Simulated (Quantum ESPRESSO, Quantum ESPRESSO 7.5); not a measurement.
# Hf(0001), 4 layers: k-mesh convergence

Which setting serves for Hf(0001), 4 layers? The runs below step through one kind of setting.

Calculated with Quantum ESPRESSO 7.5; plane-wave DFT, PBE, SG15 norm-conserving pseudopotentials.

### Step 1. The structure

The cell holds 4 atoms: 4 Hf. Its edges and angles: a = 3.200 Å, b = 3.200 Å, c = 23.594 Å, α = 90.0°, β = 90.0°, γ = 60.0°. It derives from Hf. Vacuum lies along c.

As a file:

```cif
data_structure
_symmetry_space_group_name_H-M 'P 1'
_symmetry_Int_Tables_number 1
_cell_length_a 3.2000
_cell_length_b 3.2000
_cell_length_c 23.5936
_cell_angle_alpha 90.000
_cell_angle_beta 90.000
_cell_angle_gamma 60.000
_cell_volume 209.23
loop_
_atom_site_label
_atom_site_type_symbol
_atom_site_fract_x
_atom_site_fract_y
_atom_site_fract_z
_atom_site_occupancy
Hf1 Hf 0.66667 0.66667 0.83908 1
Hf2 Hf 0.00000 0.00000 0.94636 1
Hf3 Hf 0.66667 0.66667 0.05364 1
Hf4 Hf 0.00000 0.00000 0.16092 1
```

### Step 2. SCF with pw.x: 23×23×1 points

The first run is the reference of the series.

Input file c0.in:

```
&control
  prefix = 'c0'
  outdir = './out'
  pseudo_dir = './pseudo'
  calculation = 'scf'
  tprnfor = .true.
/
&system
  ibrav = 0
  nat = 4
  ntyp = 1
  ecutwfc = 60
  ecutrho = 240
  occupations = 'smearing'
  smearing = 'mv'
  degauss = 0.02
  assume_isolated = 'esm'
  esm_bc = 'bc1'
/
&electrons
  conv_thr = 1e-07
  mixing_beta = 0.4
  electron_maxstep = 120
  mixing_mode = 'local-TF'
/
ATOMIC_SPECIES
  Hf  178.4900  Hf_ONCV_PBE-1.2.upf
CELL_PARAMETERS angstrom
  3.20000000000000 0.00000000000000 0.00000000000000
  1.60000000000000 2.77128129211020 0.00000000000000
  0.00000000000000 0.00000000000000 23.59360000000000
ATOMIC_POSITIONS crystal
  Hf  0.666666666700 0.666666666700 -0.160924996609
  Hf  0.000000000000 0.000000000000 -0.053641665536
  Hf  0.666666666700 0.666666666700 0.053641665536
  Hf  0.000000000000 0.000000000000 0.160924996609
K_POINTS automatic
  23 23 1 0 0 0
```

On the command line:

```sh
OMP_NUM_THREADS=1 mpirun -n 4 pw.x -nk 4 -in c0.in > c0.out
```

Output:

```text
Program PWSCF v.7.5 starts
[citation notice left out]

     Parallel version (MPI & OpenMP), running on       4 processor cores
     Number of MPI processes:                 4
     Threads/MPI process:                     1

     MPI processes distributed on     1 nodes
[...]
Current dimensions of program PWSCF are:
     Max number of different atomic species (ntypx) = 10
     Max number of k-points (npk) =  40000
     Max angular momentum in pseudopotentials (lmaxx) =  4
     Message from routine setup:
     using ibrav=0 with symmetry is DISCOURAGED, use correct ibrav instead

     K-points division:     npool     =       4
     Subspace diagonalization in iterative solution of the eigenvalue problem:
     a serial algorithm will be used

     G-vector sticks info
     --------------------
     sticks:   dense  smooth     PW     G-vecs:    dense   smooth      PW
     Sum         595     595    187                88497    88497   14803

     Using Slab Decomposition

     bravais-lattice index     =            0
     lattice parameter (alat)  =       6.0471  a.u.
     unit-cell volume          =    1411.9568 (a.u.)^3
     number of atoms/cell      =            4
     number of atomic types    =            1
     number of electrons       =       104.00
     number of Kohn-Sham states=           62
     kinetic-energy cutoff     =      60.0000  Ry
     charge density cutoff     =     240.0000  Ry
     scf convergence threshold =      1.0E-07
     mixing beta               =       0.4000
     number of iterations used =            8  local-TF  mixing
     Exchange-correlation= PBE
                           (   1   4   3   4   0   0   0)

     Effective Screening Medium Method
     =================================
     Boundary Conditions: Vacuum-Slab-Vacuum
     total charge in unit cell        =   0.0000
     grid points for fit at edges     =        4

     celldm(1)=   6.047124  celldm(2)=   0.000000  celldm(3)=   0.000000
     celldm(4)=   0.000000  celldm(5)=   0.000000  celldm(6)=   0.000000

     crystal axes: (cart. coord. in units of alat)
               a(1) = (   1.000000   0.000000   0.000000 )
               a(2) = (   0.500000   0.866025   0.000000 )
               a(3) = (   0.000000   0.000000   7.373000 )

     reciprocal axes: (cart. coord. in units 2 pi/alat)
               b(1) = (  1.000000 -0.577350  0.000000 )
               b(2) = (  0.000000  1.154701  0.000000 )
               b(3) = (  0.000000  0.000000  0.135630 )

     PseudoPot. # 1 for Hf read from file:
     ./pseudo/Hf_ONCV_PBE-1.2.upf
     Pseudo is Norm-conserving, Zval = 26.0
     Generated using ONCVPSP code by D. R. Hamann
     Using radial grid of  602 points,  8 beta functions with:
                l(1) =   0
                l(2) =   0
                l(3) =   1
                l(4) =   1
                l(5) =   2
                l(6) =   2
                l(7) =   3
                l(8) =   3

     atomic species   valence    mass     pseudopotential
     Hf               26.00   178.49000     Hf( 1.00)

     12 Sym. Ops., with inversion, found ( 6 have fractional translation)

   Cartesian axes

     site n.     atom                  positions (alat units)
         1        Hf     tau(   1) = (   1.0000000   0.5773503  -1.1865000  )
         2        Hf     tau(   2) = (   0.0000000   0.0000000  -0.3955000  )
         3        Hf     tau(   3) = (   1.0000000   0.5773503   0.3955000  )
         4        Hf     tau(   4) = (   0.0000000   0.0000000   1.1865000  )

     number of k points=    56  Marzari-Vanderbilt smearing, width (Ry)=  0.0200
                       cart. coord. in units 2pi/alat
        k(    1) = (   0.0000000   0.0000000   0.0000000), wk =   0.0037807
        k(    2) = (   0.0000000   0.0502044   0.0000000), wk =   0.0226843
        k(    3) = (   0.0000000   0.1004087   0.0000000), wk =   0.0226843
        k(    4) = (   0.0000000   0.1506131   0.0000000), wk =   0.0226843
        k(    5) = (   0.0000000   0.2008175   0.0000000), wk =   0.0226843
        k(    6) = (   0.0000000   0.2510219   0.0000000), wk =   0.0226843
        k(    7) = (   0.0000000   0.3012262   0.0000000), wk =   0.0226843
        k(    8) = (   0.0000000   0.3514306   0.0000000), wk =   0.0226843
        k(    9) = (   0.0000000   0.4016350   0.0000000), wk =   0.0226843
        k(   10) = (   0.0000000   0.4518393   0.0000000), wk =   0.0226843
[...]
k(   56) = (   0.3043478  -0.5773503   0.0000000), wk =   0.0226843

     Dense  grid:    88497 G-vectors     FFT dimensions: (  30,  30, 225)

     Estimated max dynamical RAM per process >     275.33 MB

     Estimated total dynamical RAM >       1.01 GB

     Initial potential from superposition of free atoms

     starting charge     103.5139, renormalised to     104.0000

     negative rho (up, down):  5.366E-04 0.000E+00
     Starting wfcs are random

     total cpu time spent up to now is        3.2 secs

     per-process dynamical memory:   223.3 Mb

     Self-consistent Calculation

     iteration #  1     ecut=    60.00 Ry     beta= 0.40
     Davidson diagonalization with overlap
     ethr =  1.00E-02,  avg # of iterations = 48.8

     negative rho (up, down):  4.165E-06 0.000E+00

     total cpu time spent up to now is      128.1 secs

     total energy              =   -1788.75338542 Ry
     estimated scf accuracy    <       1.20234901 Ry

     iteration #  2     ecut=    60.00 Ry     beta= 0.40
[...]
negative rho (up, down):  2.156E-05 0.000E+00

[...]
total energy              =   -1789.43175861 Ry
     estimated scf accuracy    <       0.30696103 Ry

     iteration #  3     ecut=    60.00 Ry     beta= 0.40
[...]
c_bands:  3 eigenvalues not converged
     c_bands:  1 eigenvalues not converged
     c_bands:  2 eigenvalues not converged
     c_bands:  2 eigenvalues not converged
     c_bands:  1 eigenvalues not converged
[...]
negative rho (up, down):  1.886E-06 0.000E+00

[...]
total energy              =   -1789.56589396 Ry
     estimated scf accuracy    <       0.04540648 Ry

     iteration #  4     ecut=    60.00 Ry     beta= 0.40
[...]
c_bands:  1 eigenvalues not converged
     c_bands:  1 eigenvalues not converged
     c_bands:  3 eigenvalues not converged
     c_bands:  4 eigenvalues not converged
     c_bands:  4 eigenvalues not converged
     c_bands:  1 eigenvalues not converged
     c_bands:  2 eigenvalues not converged
[...]
negative rho (up, down):  7.628E-08 0.000E+00

[...]
total energy              =   -1789.60943884 Ry
     estimated scf accuracy    <       0.00234631 Ry

     iteration # 12     ecut=    60.00 Ry     beta= 0.40
[...]
negative rho (up, down):  2.337E-05 0.000E+00

[...]
total energy              =   -1789.60748298 Ry
     estimated scf accuracy    <       0.00226930 Ry

     iteration # 13     ecut=    60.00 Ry     beta= 0.40
[...]
negative rho (up, down):  2.676E-06 0.000E+00

[...]
total energy              =   -1789.60761092 Ry
     estimated scf accuracy    <       0.00049597 Ry

     iteration # 14     ecut=    60.00 Ry     beta= 0.40
[...]
total energy              =   -1789.60784327 Ry
     estimated scf accuracy    <       0.00025300 Ry

[...]
iteration # 21     ecut=    60.00 Ry     beta= 0.40
[...]
negative rho (up, down):  3.188E-08 0.000E+00

[...]
total energy              =   -1789.60764787 Ry
     estimated scf accuracy    <       0.00000617 Ry

     iteration # 22     ecut=    60.00 Ry     beta= 0.40
[...]
total energy              =   -1789.60769407 Ry
     estimated scf accuracy    <       0.00000686 Ry

     iteration # 23     ecut=    60.00 Ry     beta= 0.40
[...]
total energy              =   -1789.60765511 Ry
     estimated scf accuracy    <       0.00000078 Ry

     iteration # 24     ecut=    60.00 Ry     beta= 0.40
[...]
total energy              =   -1789.60764885 Ry
     estimated scf accuracy    <       0.00000730 Ry

     iteration # 25     ecut=    60.00 Ry     beta= 0.40
[...]
total energy              =   -1789.60764756 Ry
     estimated scf accuracy    <       0.00000302 Ry

     iteration # 26     ecut=    60.00 Ry     beta= 0.40
[...]
total energy              =   -1789.60760867 Ry
     estimated scf accuracy    <       0.00000167 Ry

     iteration # 27     ecut=    60.00 Ry     beta= 0.40
[...]
total energy              =   -1789.60758914 Ry
     estimated scf accuracy    <       0.00000044 Ry

     iteration # 28     ecut=    60.00 Ry     beta= 0.40
[...]
End of self-consistent calculation

          k = 0.0000 0.0000 0.0000 ( 11119 PWs)   bands (ev):

   -66.6736 -66.6735 -66.2498 -66.2148 -35.5012 -35.4465 -35.0193 -34.9620
   -34.9620 -34.9616 -34.9616 -34.6445 -34.6071 -34.6071 -34.5441 -34.5441
   -16.5576 -16.5576 -16.5115 -16.5115 -16.5115 -16.5115 -16.4750 -16.4750
   -16.4750 -16.4750 -16.4251 -16.4251 -16.3569 -16.3569 -16.0796 -16.0693
   -16.0693 -16.0676 -16.0676 -16.0664 -16.0505 -16.0395 -16.0355 -16.0355
   -16.0241 -16.0241 -15.9917 -15.9899 -11.2570 -10.2628  -9.0407  -8.1824
    -4.4839  -4.3554  -3.8715  -3.8349  -3.2320  -3.2318  -3.1928  -3.1923
    -3.1362  -2.9862  -2.9854  -2.5571  -2.5557  -1.2340

          k = 0.0000 0.0502 0.0000 ( 11135 PWs)   bands (ev):

   -66.6729 -66.6729 -66.2490 -66.2143 -35.4981 -35.4448 -35.0242 -34.9731
   -34.9666 -34.9645 -34.9641 -34.6504 -34.6114 -34.6100 -34.5537 -34.5459
   -16.5572 -16.5572 -16.5122 -16.5122 -16.5117 -16.5116 -16.4751 -16.4751
   -16.4746 -16.4746 -16.4242 -16.4242 -16.3580 -16.3580 -16.0790 -16.0695
   -16.0691 -16.0678 -16.0671 -16.0654 -16.0499 -16.0392 -16.0360 -16.0356
   -16.0248 -16.0242 -15.9928 -15.9910 -11.2008 -10.2082  -8.9848  -8.1241
    -4.4944  -4.3695  -3.8990  -3.8928  -3.3377  -3.2892  -3.1892  -3.1440
    -3.1142  -2.9443  -2.9404  -2.5898  -2.5104  -1.2776

          k = 0.0000 0.1004 0.0000 ( 11135 PWs)   bands (ev):

   -66.6710 -66.6710 -66.2467 -66.2129 -35.4891 -35.4401 -35.0438 -35.0054
   -34.9764 -34.9718 -34.9713 -34.6731 -34.6191 -34.6184 -34.5813 -34.5514
   -16.5560 -16.5560 -16.5140 -16.5140 -16.5120 -16.5120 -16.4753 -16.4753
   -16.4735 -16.4735 -16.4216 -16.4216 -16.3611 -16.3611 -16.0772 -16.0701
   -16.0685 -16.0680 -16.0656 -16.0626 -16.0480 -16.0384 -16.0371 -16.0359
   -16.0267 -16.0246 -15.9958 -15.9942 -11.0348 -10.0475  -8.8207  -7.9530
    -4.5405  -4.4358  -4.0635  -3.9247  -3.5861  -3.4511  -3.1713  -3.0642
    -3.0025  -2.8680  -2.8045  -2.6775  -2.3732  -1.4649

          k = 0.0000 0.1506 0.0000 ( 11127 PWs)   bands (ev):

   -66.6680 -66.6680 -66.2430 -66.2107 -35.4749 -35.4327 -35.0839 -35.0555
   -34.9835 -34.9834 -34.9828 -34.7151 -34.6316 -34.6285 -34.6206 -34.5601
   -16.5542 -16.5542 -16.5168 -16.5168 -16.5126 -16.5126 -16.4756 -16.4756
   -16.4717 -16.4717 -16.4175 -16.4175 -16.3660 -16.3660 -16.0754 -16.0703
   -16.0681 -16.0676 -16.0633 -16.0583 -16.0454 -16.0393 -16.0363 -16.0362
   -16.0296 -16.0254 -16.0005 -15.9991 -10.7663  -9.7900  -8.5604  -7.6820
    -4.6659  -4.5784  -4.2721  -3.9321  -3.8691  -3.6839  -3.2685  -2.8858
    -2.8744  -2.7874  -2.6959  -2.5839  -2.1577  -1.6441

          k = 0.0000 0.2008 0.0000 ( 11141 PWs)   bands (ev):

   -66.6641 -66.6641 -66.2382 -66.2078 -35.4566 -35.4236 -35.1408 -35.1191
   -34.9984 -34.9977 -34.9891 -34.7713 -34.6758 -34.6484 -34.6313 -34.5716
   -16.5518 -16.5518 -16.5204 -16.5203 -16.5134 -16.5134 -16.4760 -16.4760
   -16.4694 -16.4694 -16.4121 -16.4120 -16.3723 -16.3722 -16.0756 -16.0701
   -16.0664 -16.0661 -16.0606 -16.0527 -16.0437 -16.0399 -16.0368 -16.0343
   -16.0326 -16.0269 -16.0065 -16.0045 -10.4076  -9.4523  -8.2267  -7.3376
    -4.8865  -4.7750  -4.4877  -4.1870  -3.9760  -3.8430  -3.3656  -3.0395
    -2.6699  -2.5632  -2.5463  -2.2815  -1.8945  -1.8089

          k = 0.0000 0.2510 0.0000 ( 11109 PWs)   bands (ev):

   -66.6596 -66.6596 -66.2326 -66.2045 -35.4362 -35.4139 -35.2078 -35.1909
   -35.0156 -35.0147 -34.9981 -34.8351 -34.7282 -34.6674 -34.6399 -34.5851
   -16.5492 -16.5492 -16.5243 -16.5242 -16.5143 -16.5143 -16.4764 -16.4763
   -16.4667 -16.4667 -16.4057 -16.4057 -16.3792 -16.3792 -16.0770 -16.0710
   -16.0652 -16.0616 -16.0575 -16.0471 -16.0441 -16.0406 -16.0374 -16.0329
   -16.0313 -16.0296 -16.0134 -16.0091  -9.9768  -9.0593  -7.8582  -6.9698
    -5.1422  -4.9945  -4.7158  -4.4267  -4.2041  -3.8350  -3.4259  -3.2054
    -2.5819  -2.3584  -2.3337  -1.9135  -1.8867  -1.5966

[...]
the Fermi energy is    -4.3658 ev

!    total energy              =   -1789.60757528 Ry
     estimated scf accuracy    <       0.00000007 Ry
     smearing contrib. (-TS)   =      -0.00270253 Ry
     internal energy E=F+TS    =   -1789.60487275 Ry

     The total energy is F=E-TS. E is the sum of the following terms:
     one-electron contribution =   26145.43012474 Ry
     hartree contribution      =  -13060.33701356 Ry
     xc contribution           =    -153.50396440 Ry
     ewald contribution        =  -14721.19401954 Ry

     convergence has been achieved in  28 iterations

     Forces acting on atoms (cartesian axes, Ry/au):

     atom    1 type  1   force =     0.00000000    0.00000000    0.02199003
     atom    2 type  1   force =     0.00000000    0.00000000   -0.03380663
     atom    3 type  1   force =     0.00000000    0.00000000    0.03380663
     atom    4 type  1   force =     0.00000000    0.00000000   -0.02199003

     Total force =     0.057034     Total SCF correction =     0.004298

[...]
=------------------------------------------------------------------------------=
   JOB DONE.
=------------------------------------------------------------------------------=
[...]
```

The job ended after 7.7 min (4 MPI ranks of Intel Xeon Gold 6455B (Sapphire Rapids), shared host; peak memory 1.2 GiB; 31 min of CPU time).

This step gave:

```
free energy                                                    : -24348.8515 eV
Fermi energy                                                   : -4.366 eV
vacuum line at the lower end of the cell, over the Fermi level : 4.366 eV
vacuum line at the upper end of the cell, over the Fermi level : 4.366 eV
```

Electrostatic potential energy of an electron; zero at the Fermi level. Potential energy, planar mean against z:

z (Å), potential energy, planar mean (eV) and a bar from the least value:
```
    -11.5        4.4 ##############################
    -11.0        4.4 ##############################
    -10.5        4.4 ##############################
    -10.0        4.4 ##############################
     -9.5        4.4 ##############################
     -9.0        4.4 ##############################
     -8.5        4.4 ##############################
     -8.0        4.4 ##############################
     -7.5        4.3 ##############################
     -7.0        4.3 ##############################
     -6.5        4.2 ##############################
     -6.0        3.9 #############################
     -5.5        2.9 ############################
     -5.0        0.2 #########################
     -4.5       -6.3 #################
     -4.0      -20.9 
     -3.5      -18.0 ###
     -3.0       -4.2 ####################
     -2.5       -0.6 ########################
     -2.0       -5.0 ###################
     -1.5      -19.8 #
     -1.0      -18.9 ##
     -0.5       -4.8 ###################
      0.0       -0.7 ########################
      0.5       -4.8 ###################
      1.0      -18.9 ##
      1.5      -19.8 #
      2.0       -5.0 ###################
      2.5       -0.6 ########################
      3.0       -4.2 ####################
      3.5      -18.0 ###
      4.0      -20.9 
      4.5       -6.3 #################
      5.0        0.2 #########################
      5.5        2.9 ############################
      6.0        3.9 #############################
      6.5        4.2 ##############################
      7.0        4.3 ##############################
      7.5        4.3 ##############################
      8.0        4.4 ##############################
      8.5        4.4 ##############################
      9.0        4.4 ##############################
      9.5        4.4 ##############################
     10.0        4.4 ##############################
     10.5        4.4 ##############################
     11.0        4.4 ##############################
     11.5        4.4 ##############################
```

The program's own clock; routines nest. Time by routine:

```csv
routine,wall time (s),calls
PWSCF,462.9,1
electrons,458.5,1
c_bands,423.9,28
cegterg,374.8,423
h_psi,247.1,4073
vloc_psi,187.3,4073
fftw,167.9,252004
calbec,30.95,4129
h_psi:calbec,30.16,4073
add_vuspsi,27.48,4073
sum_band,24.56,28
cdiaghg,10.64,4031
mix_rho,8.59,28
init_us_2,4.33,812
```

The vacuum levels are read from the outermost 0.7 Å of the cell on either side.

The run needed 28 iterations to bring the estimated error under 1e-07 Ry; the largest force on any atom, held or free, is 0.87 eV/Å.

Inside the slab this potential holds the local part of the pseudopotentials, which can be repulsive at the nuclei; only its value in the vacuum has a meaning of its own.

[end of part 1 of 2]

[Logs are printed without paths, hosts, clocks, repeated set-up lines and the standing remarks that a program may print on its own settings, such as how far it seeks lower states.]

[Hosts, paths, dates, database ids (printed as entryN), source tags and the programs' standing remarks are cut or masked in the printed files.]

[Maps of the electrostatic potential energy from Ansatz leave out the sawtooth potential of an applied field or a dipole correction, so their vacuum need not be flat; planar profiles and work functions include it.]
